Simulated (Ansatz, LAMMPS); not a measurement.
# In2O3 with crystalline order left by the classical run (100 atoms) in motion

How do the atoms of In2O3 with crystalline order left by the classical run (100 atoms) move, and what local order do they keep?

Main program and level: Ansatz 0.2.0; Kohn-Sham DFT, RPBE, PAW (set soft_2), plane waves.

## Step 1: Set-up

The cell holds 100 atoms: 40 In and 60 O. Its edges and angles: a = 11.200 Å, b = 11.200 Å, c = 11.200 Å, α = 90.0°, β = 90.0°, γ = 90.0°. 100 atoms (40 Sc, 60 O) placed at random at 3.63 g/cm³, melted at 5000 K for 10 ps at fixed volume with the Morse and Coulomb pair potential with partial charges (Pedone, Malavasi, Menziani, Cormack and Segre, J. Phys. Chem. B 110, 11780 (2006)). Quenched from 5000 K to 300 K at 20 K/ps and fixed volume, held 10 ps at zero pressure, then minimised at fixed cell. Then Sc was replaced by In and the cell scaled by 1.038 (the potential has no terms for the new elements, so the cell is a start for a DFT relaxation).

Before any run, some limits are plain. The quench rate of 20 K/ps far exceeds what a furnace or splat quench reaches, so expect more defects and frozen-in strain than in a real sample. The network of bonds at the start is that of the classical potential that made the cell. Only the Γ point is sampled, in a cell whose shortest periodic width is 11 Å.

## Step 2: Single point at the start

The forces at the start show how far the geometry lies from a minimum of this functional.

input.yaml reads:

```yaml
crystal:
  lattice:
    - [11.2005, 0.0, 0.0]
    - [0.0, 11.2005, 0.0]
    - [0.0, 0.0, 11.2005]
  atoms:
    - { symbol: In, position: [0.37801, 0.35837, 0.89852] }
    - { symbol: In, position: [0.39562, 0.46279, 0.39013] }
    - { symbol: In, position: [0.13526, 0.51269, 0.45948] }
    - { symbol: In, position: [0.87251, 0.5376, 0.07004] }
    [... 90 atom lines left out ...]
    - { symbol: O, position: [0.55891, 0.26789, 0.78628] }
    - { symbol: O, position: [0.96105, 0.52946, 0.88994] }
    - { symbol: O, position: [0.22017, 0.65855, 0.79054] }
    - { symbol: O, position: [0.52558, 0.15808, 0.51415] }
    - { symbol: O, position: [0.0555, 0.46723, 0.62109] }
    - { symbol: O, position: [0.07366, 0.06081, 0.00403] }
kpoints:
  mp_grid: { grid: [1, 1, 1] }
hamiltonian:
  xc: rpbe
scf:
  occupations: { method: fermi_dirac, width: 0.025 }
output:
  forces: true
  stress: true
```

Command:

```console
> ansatz run input.yaml --threads 4 --pin off --max-ram 8192MiB --backend cpu --events-out ev --progress --plain --runs-dir out
```

Elapsed: 22 s, on 4 threads of Arm Neoverse V2, shared host; peak memory 2.2 GiB.

The run gave:

| Quantity | Value |
| --- | --- |
| free energy | -258395.5053 eV |
| free energy per atom | -2583.9551 eV/atom |
| SCF cycles | 11 |
| pressure | 3.084 GPa |
| r.m.s. force component | 0.2741 eV/Å |
| longest force | 1.2 eV/Å |
| Fermi energy | 8.275 eV |

The r.m.s. force component of 0.27 eV/Å and the pressure of 3.1 GPa set the starting point.

Neighbours are counted within 2.77 Å (O-In).

Length of the force by element and coordination:

```csv
element,coordination,atoms,mean length of the force (eV/Å),spread,least,most
In,all,40,0.602,0.235,0.241,1.20
In,4,3,0.597,0.14,0.460,0.789
In,5,7,0.681,0.230,0.361,0.997
In,6,30,0.584,0.240,0.241,1.20
O,all,60,0.287,0.122,0.0791,0.619
O,3,16,0.256,0.126,0.0791,0.519
O,4,41,0.302,0.121,0.083,0.619
O,5,3,0.24,0.0252,0.208,0.270
```

## Step 3: Dynamics started at 900 K

A Nosé–Hoover thermostat steers the temperature while disturbing the dynamics little. The time step is 1.0 fs.

input.yaml: that of step 2 with these lines changed.

```diff
@@ -16 +16,8 @@
   stress: true
+md:
+  timestep: 1.0
+  n_steps: 90
+  ensemble: nvt_nose_hoover
+  temperature: 900
+  initial_velocities: maxwell_boltzmann
+  seed: 3575
```

Elapsed: 18 min, on 4 threads; peak memory 2.4 GiB; 72 min of CPU time.

The program notes that the SCF threshold is loose for the stress and it switched symmetry off.

The trajectory, sampled:

```csv
time (fs),T (K),potential (meV/atom),conserved (meV/atom)
0.0,900,0.0,0.00
6.0,814,11.0,0.02
12.0,616,36.5,0.06
18.0,482,53.9,0.08
24.0,471,55.7,0.06
30.0,495,53.2,0.04
36.0,474,56.7,0.04
42.0,419,64.6,0.06
48.0,391,69.3,0.06
54.0,404,68.8,0.05
60.0,423,67.6,0.05
66.0,445,66.3,0.06
72.0,477,63.6,0.05
78.0,502,61.8,0.05
84.0,512,62.0,0.05
90.0,522,62.0,0.06
```

Mean square displacement from the first frame to the last: In 0.050 Å², O 0.044 Å².

The mean square displacement by time lag:

```csv
time lag (fs),In (Å²),O (Å²)
1.0,1.5e-5,6.4e-5
2.0,5.9e-5,2.5e-4
4.0,2.3e-4,1.0e-3
6.0,5.2e-4,0.00219
8.0,9.2e-4,0.00378
10.0,0.00143,0.00573
12.0,0.00204,0.00797
13.0,0.00237,0.00918
15.0,0.00312,0.0118
17.0,0.00396,0.0145
19.0,0.00487,0.0173
21.0,0.00586,0.0201
23.0,0.00691,0.0230
24.0,0.00746,0.0244
26.0,0.00860,0.0272
28.0,0.00978,0.0299
30.0,0.0110,0.0324
32.0,0.0122,0.0348
34.0,0.0135,0.0369
35.0,0.0142,0.0380
37.0,0.0155,0.0398
39.0,0.0168,0.0414
41.0,0.0181,0.0428
43.0,0.0194,0.0440
45.0,0.0207,0.0450
```

Over the second half of 90 fs the temperature averages 455 K, rising from about 396 to 513 K (means over the first and last quarter of that half). The conserved energy stays within 0.08 meV/atom. From first frame to last In has the largest mean square displacement, 0.050 Å² at the end; the farthest move is 0.53 Å. The mean temperature of 455 K lies well off the 900 K of the input, so the thermostat hasn't yet brought the run to equilibrium. The count of bonds goes from 227 in the first frame to 229 in the last, by one set of cutoffs: 4 pairs passed out of them and 6 came within. The run spans 0.09 ps, too short for its means to be equilibrium values.

## Step 4: Distances and neighbours late in the run

The g(r) is a mean over the second half; what follows it is taken at the last frame.

Bonds before and after, by the cutoffs listed below:

```csv
pair,bonds before,bonds after,mean before (Å),mean after (Å),spread before (Å),spread after (Å)
O-In,227,229,2.221,2.243,0.118,0.167
```

Density 6.56 g/cm³, 14.05 Å³ an atom.

Mean of 17 frames. Pair distribution functions g(r), in bins of 0.1 Å:

```csv
r (Å),total,O-O,O-In,In-In
1.85,0.00,0.00,0.00,0.00
1.95,0.27,0.00,0.56,0.00
2.05,2.07,0.00,4.31,0.00
2.15,3.01,0.00,6.28,0.00
2.25,2.28,0.00,4.74,0.00
2.35,1.48,0.00,3.09,0.00
2.45,0.58,0.00,1.22,0.00
2.55,0.35,0.02,0.72,0.00
2.65,0.30,0.22,0.45,0.00
2.75,0.36,0.76,0.18,0.00
2.85,0.75,1.95,0.10,0.00
2.95,0.85,2.18,0.09,0.13
3.05,1.32,3.07,0.11,0.98
3.15,1.58,3.33,0.07,2.17
3.25,1.69,3.30,0.08,2.90
3.35,1.32,2.36,0.20,2.34
3.45,1.15,1.91,0.35,1.83
3.55,0.97,1.28,0.38,2.05
3.65,0.86,0.56,0.69,2.07
3.75,1.06,0.42,1.27,1.85
3.85,1.00,0.25,1.49,1.23
3.95,1.05,0.21,1.34,2.05
4.05,1.04,0.24,1.26,2.17
4.15,0.77,0.30,1.08,0.87
4.25,0.90,0.67,1.07,0.88
4.35,0.67,0.78,0.67,0.44
4.45,0.75,0.80,0.76,0.60
4.55,0.68,0.64,0.74,0.59
4.65,0.80,0.56,1.09,0.49
4.75,0.88,0.48,1.37,0.28
4.85,1.00,0.44,1.61,0.46
4.95,1.12,0.40,1.86,0.52
5.05,1.23,0.59,1.90,0.63
5.15,1.20,0.82,1.74,0.42
5.25,1.21,1.26,1.40,0.54
5.35,1.25,1.69,1.11,0.65
5.45,1.19,2.03,0.80,0.49
5.55,1.09,1.97,0.59,0.58
```

Bonds by pair of elements; cutoffs follow the first minimum of g(r), held within bounds set by covalent radii, and pairs that aren't listed don't count as bonded:

```csv
pair A-B,cutoff (Å),bonds,mean length (Å),spread (Å),shortest (Å),B about A,A about B
O-In,2.77,229,2.24,0.167,1.95,3.82,5.72
```

How many atoms have how many bonded neighbours:

```csv
element,mean,3,4,5,6
In,5.72,0,2,7,31
O,3.82,16,39,5,0
```

Bond angles (no mean is given where the spread exceeds 20°):

```csv
angle,count,mean (°),spread (°)
O-In-O,547,-,-
In-O-In,332,109,19.6
```

Bond length by coordination (bonds to H left out):

```csv
element,coordination,atoms,mean bond length (Å)
In,4,2,2.11
In,5,7,2.21
In,6,31,2.25
O,3,16,2.10
O,4,39,2.26
O,5,5,2.42
```

Rings of the network by King's shortest-path rule, up to 12 atoms, one path for each pair of neighbours; H, halogens, alkali and alkaline-earth atoms are left out, and the last column divides by all other atoms, bonded or not:

```csv
ring size (atoms),rings,per network atom
4,99,0.99
6,230,2.3
8,56,0.56
```

For some of the pairs, g(r) has its first main peak near 3.2 Å (O-O), 2.2 Å (O-In) and 3.2 Å (In-In). By these cutoffs 78 % of In atoms have 6 and 65 % of O atoms have 4 bonded neighbours. Bonds at O atoms with 3 neighbours average 2.10 Å, against 2.42 Å at those with 5. Rings of 6 atoms are the most common (60 % of those counted); sizes run from 4 to 8.

## Step 5: Single point at the last frame

The last frame is solved again with fuller output, to read the electronic structure of a thermally displaced geometry.

input.yaml reads:

```yaml
crystal:
  lattice:
    - [11.2005, 0.0, 0.0]
    - [0.0, 11.2005, 0.0]
    - [0.0, 0.0, 11.2005]
  atoms:
    - { symbol: In, position: [0.37416, 0.35092, 0.89429] }
    - { symbol: In, position: [0.39402, 0.44431, 0.40239] }
    - { symbol: In, position: [0.13132, 0.53654, 0.45971] }
    - { symbol: In, position: [0.87617, 0.54372, 0.064] }
    [... 90 atom lines left out ...]
    - { symbol: O, position: [0.55867, 0.27297, 0.78435] }
    - { symbol: O, position: [0.95373, 0.5413, 0.88265] }
    - { symbol: O, position: [0.19442, 0.63915, 0.77405] }
    - { symbol: O, position: [0.52595, 0.14548, 0.52465] }
    - { symbol: O, position: [0.04555, 0.47247, 0.61334] }
    - { symbol: O, position: [0.09263, 0.07392, 0.99834] }
kpoints:
  mp_grid: { grid: [1, 1, 1] }
hamiltonian:
  xc: rpbe
scf:
  occupations: { method: fermi_dirac, width: 0.025 }
output:
  forces: true
  stress: true
  populations: true
  dos:
    method: { smearing: { sigma: 0.15 } }
    de: 0.1
    projected: { site_lists: { In: [In], O: [O] } }
  eigenvalues: true
  write_density: true
  write_potential: true
  volumetric_format: npy
```

The job ended after 35 s (4 threads; peak memory 2.2 GiB).

The run gave:

```yaml
free_energy: -258389.3074 eV
free_energy_per_atom: -2583.8931 eV/atom
scf_cycles: 11
pressure: 4.02 GPa
r_m_s_force_component: 0.7407 eV/Å
longest_force: 2.992 eV/Å
fermi_energy: 8.204 eV
spacing_of_highest_filled_and_lowest_empty_level: 0.6179 eV
spilling_of_the_projection: 0.003153
```

Neighbours are counted within 2.77 Å (O-In), the cutoffs taken from the dynamics.

Length of the force by element and coordination:

```csv
element,coordination,atoms,mean length of the force (eV/Å),spread,least,most
In,all,40,1.44,0.552,0.507,2.99
In,4,2,1.66,0.201,1.46,1.86
In,5,7,1.47,0.689,0.565,2.47
In,6,31,1.41,0.528,0.507,2.99
O,all,60,0.976,0.461,0.234,2.39
O,3,16,1.10,0.476,0.296,2.17
O,4,39,0.976,0.455,0.234,2.39
O,5,5,0.586,0.09,0.466,0.707
```

Löwdin charges by element and coordination (they lack the spilled electrons, 0.028 e an atom on average):

```csv
element,coordination,atoms,mean charge (e),spread,least,most
In,all,40,1.19,0.0213,1.15,1.23
In,4,2,1.22,0.0011,1.21,1.22
In,5,7,1.19,0.0197,1.16,1.22
In,6,31,1.18,0.0205,1.15,1.23
O,all,60,-0.744,0.0142,-0.775,-0.706
O,3,16,-0.760,0.0108,-0.775,-0.741
O,4,39,-0.738,0.0108,-0.765,-0.706
O,5,5,-0.745,0.0062,-0.753,-0.735
```

States in the cell by windows of 1 eV, zero at the Fermi level; the larger projections on atomic orbitals stand beside the total:

```csv
from (eV),to (eV),total,O p,In p,In s
-10,-7,0.0,0.0,0.0,0.0
-7,-6,1.3,0.8,0.1,0.4
-6,-5,33.7,20.6,1.9,9.7
-5,-4,38.0,23.9,3.0,8.6
-4,-3,55.3,40.9,9.1,2.8
-3,-2,68.8,56.9,8.5,1.0
-2,-1,96.7,87.7,5.0,0.7
-1,0,66.2,63.1,0.8,0.2
0,1,2.0,0.3,0.0,1.2
1,2,0.0,0.0,0.0,0.0
2,3,7.9,2.9,1.4,2.4
3,4,15.9,5.2,2.9,5.9
4,5,28.0,8.5,4.8,11.9
```

Between -19 and -10 eV lie 520 more states.

The levels nearest the highest filled one (over half full), pooled over k-points and spins:

```csv
level less the highest filled one (eV),occupation
-0.185,2
-0.177,2
-0.145,2
-0.130,2
-0.0907,2
0,2
0.618,0
2.97,0
3.05,0
3.21,0
3.30,0
3.40,0
```

Mean Löwdin charges: In +1.19, O -0.74 e (they miss 0.32 % of the electrons, so they add up to more than the cell's charge). The largest share in the top eV of filled states is O p (95 % of the projected weight), and in the lowest eV of empty states In s (61 % of the projected weight).

## Step 6: Summary of results

```json
{
  "mean temperature, second half": "455.3 K",
  "temperature swing, second half": "46.23 K",
  "mean pressure, second half": "4.196 GPa",
  "slope of the conserved energy against time, by least squares": "0.1711 meV/atom/ps",
  "free energy per atom": "-2583.8931 eV/atom",
  "pressure": "4.02 GPa",
  "r.m.s. force component": "0.7407 eV/Å",
  "gap (highest filled to lowest empty level)": "0.6179 eV",
  "wall time of the 3 DFT runs": "19 min"
}
```

In words: Over the second half of 90 fs the temperature averages 455 K, rising from about 396 to 513 K (means over the first and last quarter of that half). The conserved energy stays within 0.08 meV/atom. The mean temperature of 455 K lies well off the 900 K of the input, so the thermostat hasn't yet brought the run to equilibrium. The count of bonds goes from 227 in the first frame to 229 in the last, by one set of cutoffs: 4 pairs passed out of them and 6 came within. The run spans 0.09 ps, too short for its means to be equilibrium values. By these cutoffs 78 % of In atoms have 6 and 65 % of O atoms have 4 bonded neighbours. Between filled and empty levels lie 0.618 eV (at Γ alone); a semilocal functional tends to put such gaps too low. In a disordered cell it changes from sample to sample, and tail or defect levels can set it.

Caveats: The starting topology of bonds comes from the classical model; in DFT 4 of its 227 bonded pairs passed out of the cutoffs and 6 came within them. The stress is far from hydrostatic: its diagonal is 1.4, 5.2, 5.5 GPa, compression counted positive. The pressure of 4.0 GPa is that of one thermal frame at a volume set beforehand, without the kinetic term.

[Logs are printed without paths, hosts, clocks, repeated set-up lines and the standing remarks that a program may print on its own settings, such as how far it seeks lower states.]

[Hosts, paths, dates, database ids (printed as entryN), source tags and the programs' standing remarks are cut or masked in the printed files.]
